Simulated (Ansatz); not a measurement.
# Charge trapping in a frame of ionic liquid ethylpyridinium methanesulfonate with water from 300 K (87 atoms), part 2 of 5

Aim: add and remove one electron in a frame of ionic liquid ethylpyridinium methanesulfonate with water from 300 K (87 atoms), with atoms held and relaxed, and read trapping energy and localisation.

Ansatz 0.2.0; Kohn-Sham DFT, r2SCAN+D4, PAW (set soft_2), plane waves.

The cell: 24 C, 3 N, 45 H, 3 S and 12 O. The network of contacts between molecules at the start is that of the classical potential that made the cell. Sampling is at Γ alone, for a cell whose shortest periodic width is 10 Å. The liquid is relaxed first.

So far. Step 2 (Single point at the start): The r.m.s. force at the start is 0.82 eV/Å.

**3. Relaxation**

With the cell held, the atoms are moved downhill towards a nearby minimum.

input.yaml reads:

```yaml
crystal:
  lattice:
    - [9.74801, 0.0, 0.0]
    - [0.0, 9.74801, 0.0]
    - [0.0, 0.0, 9.74801]
  atoms:
    [... the 87 atom lines of step 2 ...]
kpoints:
  mp_grid: { grid: [1, 1, 1] }
hamiltonian:
  xc: r2scan
  dispersion: d4
scf:
  occupations: { method: gaussian, width: 0.05 }
output:
  forces: true
relax:
  f_tol: 0.06
  max_steps: 150
```

Launch:

```console
> ansatz run input.yaml --threads 4 --pin off --max-ram 8192MiB --backend cpu --events-out ev --progress --plain --runs-dir out
```

Numbers of over 12 decimals in the logs are rounded to 6 here.

The log of the run:

```text
[...]
Crystal: 87 atoms, lattice volume = 926.292 Å³
Basis set: ecut = 500 eV, 23583 PW (Γ), exchange–correlation on 288×288×288 points (64 copies of the dense FFT grid, shifted against one another)
Bands: 210, of which v1, the nominal top of the filled ones, is band 123 counted from 1 (122 counted from 0)
Symmetry: 1 space group operations
[...]
k-points: 1
[...]
SCF iter   1: F=—  HF=-17453.641643 eV  |F-HF|=—  |Δ(HF+E_count)|=         —  Δρ=9.13e-3  dr2=1.22e0  dr2_τ=7.47e0  ethr=1.77e-3  ⟨swp⟩=5.0  Hψ=920  notcnv=0  defer=74
[...]
SCF iter   7: F=-17452.505732 eV  HF=-17452.505725 eV  |F-HF|=6.64e-6  |Δ(HF+E_count)|=   6.34e-5  Δρ=4.02e-5  dr2=1.48e-5  dr2_τ=1.71e-6  ethr=3.66e-8  ⟨swp⟩=3.0  Hψ=583  notcnv=0
SCF 1 converged in 7 iterations: F = -17452.505732 eV  dr2 = 1.48e-5
[...]
relax step   1: F+E_penalty+E_count = -17452.50573202 eV  Δ(F+E_penalty+E_count) = +0.000e0 eV  max|allowed force component| = 2.736e0 eV/Å  Δτ_max = 0.0000 Å  (7 SCF iters, dr2 threshold 9.00e-5 eV, accepted)
[... from here on, the SCF cycles and remarks between the steps are left out ...]
relax step   2: F+E_penalty+E_count = -17455.01141473 eV  Δ(F+E_penalty+E_count) = -2.506e0 eV  max|allowed force component| = 2.320e0 eV/Å  Δτ_max = 0.1948 Å  (7 SCF iters, dr2 threshold 1.00e-4 eV, accepted)
relax step   3: F+E_penalty+E_count = -17455.50458453 eV  Δ(F+E_penalty+E_count) = -4.932e-1 eV  max|allowed force component| = 1.656e0 eV/Å  Δτ_max = 0.2000 Å  (7 SCF iters, dr2 threshold 1.00e-4 eV, accepted)
relax step   4: F+E_penalty+E_count = -17455.83185282 eV  Δ(F+E_penalty+E_count) = -3.273e-1 eV  max|allowed force component| = 8.573e-1 eV/Å  Δτ_max = 0.1951 Å  (7 SCF iters, dr2 threshold 1.00e-4 eV, accepted)
relax step   5: F+E_penalty+E_count = -17455.86626081 eV  Δ(F+E_penalty+E_count) = -3.441e-2 eV  max|allowed force component| = 1.541e0 eV/Å  Δτ_max = 0.1949 Å  (7 SCF iters, dr2 threshold 1.00e-4 eV, accepted)
relax step   6: F+E_penalty+E_count = -17455.96771354 eV  Δ(F+E_penalty+E_count) = -1.015e-1 eV  max|allowed force component| = 9.049e-1 eV/Å  Δτ_max = 0.1089 Å  (6 SCF iters, dr2 threshold 1.00e-4 eV, accepted)
relax step   7: F+E_penalty+E_count = -17456.05564702 eV  Δ(F+E_penalty+E_count) = -8.793e-2 eV  max|allowed force component| = 4.029e-1 eV/Å  Δτ_max = 0.1951 Å  (7 SCF iters, dr2 threshold 1.00e-4 eV, accepted)
relax step   8: F+E_penalty+E_count = -17456.08331099 eV  Δ(F+E_penalty+E_count) = -2.766e-2 eV  max|allowed force component| = 3.344e-1 eV/Å  Δτ_max = 0.1212 Å  (7 SCF iters, dr2 threshold 3.22e-5 eV, accepted)
relax step   9: F+E_penalty+E_count = -17456.10652060 eV  Δ(F+E_penalty+E_count) = -2.321e-2 eV  max|allowed force component| = 2.575e-1 eV/Å  Δτ_max = 0.0941 Å  (7 SCF iters, dr2 threshold 2.22e-5 eV, accepted)
relax step  10: F+E_penalty+E_count = -17456.13599410 eV  Δ(F+E_penalty+E_count) = -2.947e-2 eV  max|allowed force component| = 3.810e-1 eV/Å  Δτ_max = 0.1914 Å  (7 SCF iters, dr2 threshold 3.93e-5 eV, accepted)
relax step  11: F+E_penalty+E_count = -17456.16371595 eV  Δ(F+E_penalty+E_count) = -2.772e-2 eV  max|allowed force component| = 2.850e-1 eV/Å  Δτ_max = 0.1546 Å  (7 SCF iters, dr2 threshold 8.61e-5 eV, accepted)
relax step  12: F+E_penalty+E_count = -17456.20427737 eV  Δ(F+E_penalty+E_count) = -4.056e-2 eV  max|allowed force component| = 2.864e-1 eV/Å  Δτ_max = 0.1954 Å  (7 SCF iters, dr2 threshold 4.54e-5 eV, accepted)
relax step  13: F+E_penalty+E_count = -17456.22572040 eV  Δ(F+E_penalty+E_count) = -2.144e-2 eV  max|allowed force component| = 9.618e-1 eV/Å  Δτ_max = 0.1907 Å  (7 SCF iters, dr2 threshold 4.59e-5 eV, accepted)
relax step  14: F+E_penalty+E_count = -17456.26493221 eV  Δ(F+E_penalty+E_count) = -3.921e-2 eV  max|allowed force component| = 1.052e0 eV/Å  Δτ_max = 0.1543 Å  (7 SCF iters, dr2 threshold 1.00e-4 eV, accepted)
relax step  15: F+E_penalty+E_count = -17456.30564356 eV  Δ(F+E_penalty+E_count) = -4.071e-2 eV  max|allowed force component| = 4.817e-1 eV/Å  Δτ_max = 0.1042 Å  (6 SCF iters, dr2 threshold 1.00e-4 eV, accepted)
relax step  16: F+E_penalty+E_count = -17456.33898694 eV  Δ(F+E_penalty+E_count) = -3.334e-2 eV  max|allowed force component| = 7.718e-2 eV/Å  Δτ_max = 0.2000 Å  (6 SCF iters, dr2 threshold 4.86e-5 eV, accepted)
relax step  17: F+E_penalty+E_count = -17456.36533303 eV  Δ(F+E_penalty+E_count) = -2.635e-2 eV  max|allowed force component| = 2.410e-1 eV/Å  Δτ_max = 0.1958 Å  (10 SCF iters, accepted)
relax step  18: F+E_penalty+E_count = -17456.38183437 eV  Δ(F+E_penalty+E_count) = -1.650e-2 eV  max|allowed force component| = 2.654e-1 eV/Å  Δτ_max = 0.1157 Å  (8 SCF iters, dr2 threshold 3.63e-6 eV, accepted)
relax step  19: F+E_penalty+E_count = -17456.40314082 eV  Δ(F+E_penalty+E_count) = -2.131e-2 eV  max|allowed force component| = 2.825e-1 eV/Å  Δτ_max = 0.1711 Å  (7 SCF iters, dr2 threshold 7.04e-5 eV, accepted)
relax step  20: F+E_penalty+E_count = -17456.42051319 eV  Δ(F+E_penalty+E_count) = -1.737e-2 eV  max|allowed force component| = 3.410e-1 eV/Å  Δτ_max = 0.1951 Å  (7 SCF iters, dr2 threshold 7.98e-5 eV, accepted)
relax step  21: F+E_penalty+E_count = -17456.42280034 eV  Δ(F+E_penalty+E_count) = -2.287e-3 eV  max|allowed force component| = 5.708e-1 eV/Å  Δτ_max = 0.1949 Å  (7 SCF iters, dr2 threshold 1.00e-4 eV, accepted)
relax step  22: F+E_penalty+E_count = -17456.44023995 eV  Δ(F+E_penalty+E_count) = -1.744e-2 eV  max|allowed force component| = 4.108e-1 eV/Å  Δτ_max = 0.0600 Å  (5 SCF iters, dr2 threshold 1.00e-4 eV, accepted)
relax step  23: F+E_penalty+E_count = -17456.44813533 eV  Δ(F+E_penalty+E_count) = -7.895e-3 eV  max|allowed force component| = 2.806e-1 eV/Å  Δτ_max = 0.0339 Å  (5 SCF iters, dr2 threshold 8.74e-5 eV, accepted)
relax step  24: F+E_penalty+E_count = -17456.45695529 eV  Δ(F+E_penalty+E_count) = -8.820e-3 eV  max|allowed force component| = 8.733e-2 eV/Å  Δτ_max = 0.1090 Å  (6 SCF iters, dr2 threshold 3.67e-5 eV, accepted)
relax step  25: F+E_penalty+E_count = -17456.46055851 eV  Δ(F+E_penalty+E_count) = -3.603e-3 eV  max|allowed force component| = 9.739e-2 eV/Å  Δτ_max = 0.1135 Å  (9 SCF iters, accepted)
relax step  26: F+E_penalty+E_count = -17456.46296352 eV  Δ(F+E_penalty+E_count) = -2.405e-3 eV  max|allowed force component| = 7.290e-2 eV/Å  Δτ_max = 0.0435 Å  (9 SCF iters, accepted)
relax step  27: F+E_penalty+E_count = -17456.46769328 eV  Δ(F+E_penalty+E_count) = -4.730e-3 eV  max|allowed force component| = 9.521e-2 eV/Å  Δτ_max = 0.1130 Å  (9 SCF iters, accepted)
relax step  28: F+E_penalty+E_count = -17456.47232790 eV  Δ(F+E_penalty+E_count) = -4.635e-3 eV  max|allowed force component| = 3.278e-1 eV/Å  Δτ_max = 0.1950 Å  (8 SCF iters, dr2 threshold 5.08e-6 eV, accepted)
[...]
relax step  37: F+E_penalty+E_count = -17456.54056355 eV  Δ(F+E_penalty+E_count) = -1.635e-2 eV  max|allowed force component| = 1.912e-1 eV/Å  Δτ_max = 0.1806 Å  (7 SCF iters, dr2 threshold 1.09e-5 eV, accepted)
relax step  38: F+E_penalty+E_count = -17456.54665996 eV  Δ(F+E_penalty+E_count) = -6.096e-3 eV  max|allowed force component| = 1.989e-1 eV/Å  Δτ_max = 0.0994 Å  (7 SCF iters, dr2 threshold 2.23e-5 eV, accepted)
relax step  39: F+E_penalty+E_count = -17456.54723794 eV  Δ(F+E_penalty+E_count) = -5.780e-4 eV  max|allowed force component| = 2.562e-1 eV/Å  Δτ_max = 0.1005 Å  (7 SCF iters, dr2 threshold 3.96e-5 eV, accepted)
relax step  40: F+E_penalty+E_count = -17456.55644624 eV  Δ(F+E_penalty+E_count) = -9.208e-3 eV  max|allowed force component| = 2.869e-1 eV/Å  Δτ_max = 0.0757 Å  (5 SCF iters, dr2 threshold 6.56e-5 eV, accepted)
relax step  41: F+E_penalty+E_count = -17456.56053442 eV  Δ(F+E_penalty+E_count) = -4.088e-3 eV  max|allowed force component| = 2.140e-1 eV/Å  Δτ_max = 0.0216 Å  (5 SCF iters, dr2 threshold 8.23e-5 eV, accepted)
relax step  42: F+E_penalty+E_count = -17456.56346527 eV  Δ(F+E_penalty+E_count) = -2.931e-3 eV  max|allowed force component| = 1.208e-1 eV/Å  Δτ_max = 0.0451 Å  (6 SCF iters, dr2 threshold 2.55e-5 eV, accepted)
relax step  43: F+E_penalty+E_count = -17456.56515003 eV  Δ(F+E_penalty+E_count) = -1.685e-3 eV  max|allowed force component| = 9.719e-2 eV/Å  Δτ_max = 0.0625 Å  (7 SCF iters, dr2 threshold 4.66e-6 eV, accepted)
relax step  44: F+E_penalty+E_count = -17456.56583524 eV  Δ(F+E_penalty+E_count) = -6.852e-4 eV  max|allowed force component| = 7.646e-2 eV/Å  Δτ_max = 0.0450 Å  (8 SCF iters, accepted)
relax step  45: F+E_penalty+E_count = -17456.56615818 eV  Δ(F+E_penalty+E_count) = -3.229e-4 eV  max|allowed force component| = 4.588e-2 eV/Å  Δτ_max = 0.0136 Å  (5 SCF iters, dr2 threshold 3.62e-6 eV, accepted)
relax step  46: F+E_penalty+E_count = -17456.56615877 eV  Δ(F+E_penalty+E_count) = -5.863e-7 eV  max|allowed force component| = 4.586e-2 eV/Å  Δτ_max = 0.0000 Å  (4 SCF iters, accepted)
[...]
SCF iter   2: F=-17456.566159 eV  HF=-17456.566159 eV  |F-HF|=9.01e-9  |Δ(HF+E_count)|=   1.04e-8  Δρ=5.97e-7  dr2=5.65e-9  dr2_τ=1.16e-10  ethr=5.73e-12  ⟨swp⟩=3.0  Hψ=409  notcnv=0
SCF 47 converged in 2 iterations: F = -17456.566159 eV  dr2 = 5.65e-9
SCF converged after 2 iterations
Free energy (F): -17456.566159 eV
[...]
Internal energy: -17456.566159 eV  (E = F + TS)
E sigma→0 (E₀):  -17456.566159 eV
Fermi energy:    0.826820 eV
[...]
--- Forces (eV/Å), atoms counted from 1 ---
  atom   1  C      0.00105514     0.00055055    -0.00160690
  atom   2  C      0.00094421    -0.00601268     0.00568718
  atom   3  N      0.00011823     0.00066958    -0.00064230
  atom   4  C      0.00483699     0.00797429    -0.00055686
  atom   5  C     -0.00305599     0.00041319     0.00004229
  atom   6  C     -0.00115455    -0.00211554     0.00126333
  atom   7  C      0.00137409     0.00015084    -0.00058115
  atom   8  C      0.00067579     0.00289773    -0.00211630
  atom   9  H      0.00540356    -0.00196735     0.00254996
  atom  10  H     -0.00011887     0.00343154    -0.00191932
  atom  11  H     -0.00591632    -0.00004381     0.00437343
  atom  12  H      0.00655974     0.00017343    -0.00475370
  atom  13  H     -0.00629995     0.00292988    -0.00477849
  atom  14  H     -0.00493184    -0.00190907    -0.00076405
[...]
atom  86  H      0.00029499     0.00238083     0.00361194
  atom  87  H     -0.00243325    -0.00595408     0.00052045
  max |Σ_I F_I| component: 6.93e-5 eV/Å
--- Relaxed structure (46 steps of the walk, 46 accepted, 0 SCFs on fresh bases) ---
  F+E_penalty+E_count = -17456.56615877 eV   max|allowed force component| = 4.586e-2 eV/Å
  atoms:
    - { symbol: C, position: [0.725836, 0.628211, 0.634703] }
    - { symbol: C, position: [0.753110, 0.727776, 0.750874] }
    - { symbol: N, position: [0.766635, 0.869350, 0.697083] }
    - { symbol: C, position: [0.891157, 0.927532, 0.686001] }
[...]
- { symbol: H, position: [0.321361, 0.542311, 0.687292] }
```

Wall time 11 min (4 threads of Arm Neoverse V2, shared host); peak memory 2.1 GiB.

The relaxation converged after 46 steps, 4.06 eV below its start, with a largest force component of 0.046 eV/Å.

(Continued in part 3 of 5.)

[Logs are printed without paths, hosts, clocks, repeated set-up lines and the standing remarks that a program may print on its own settings, such as how far it seeks lower states.]

[Hosts, paths, dates, database ids (printed as entryN), source tags and the programs' standing remarks are cut or masked in the printed files.]
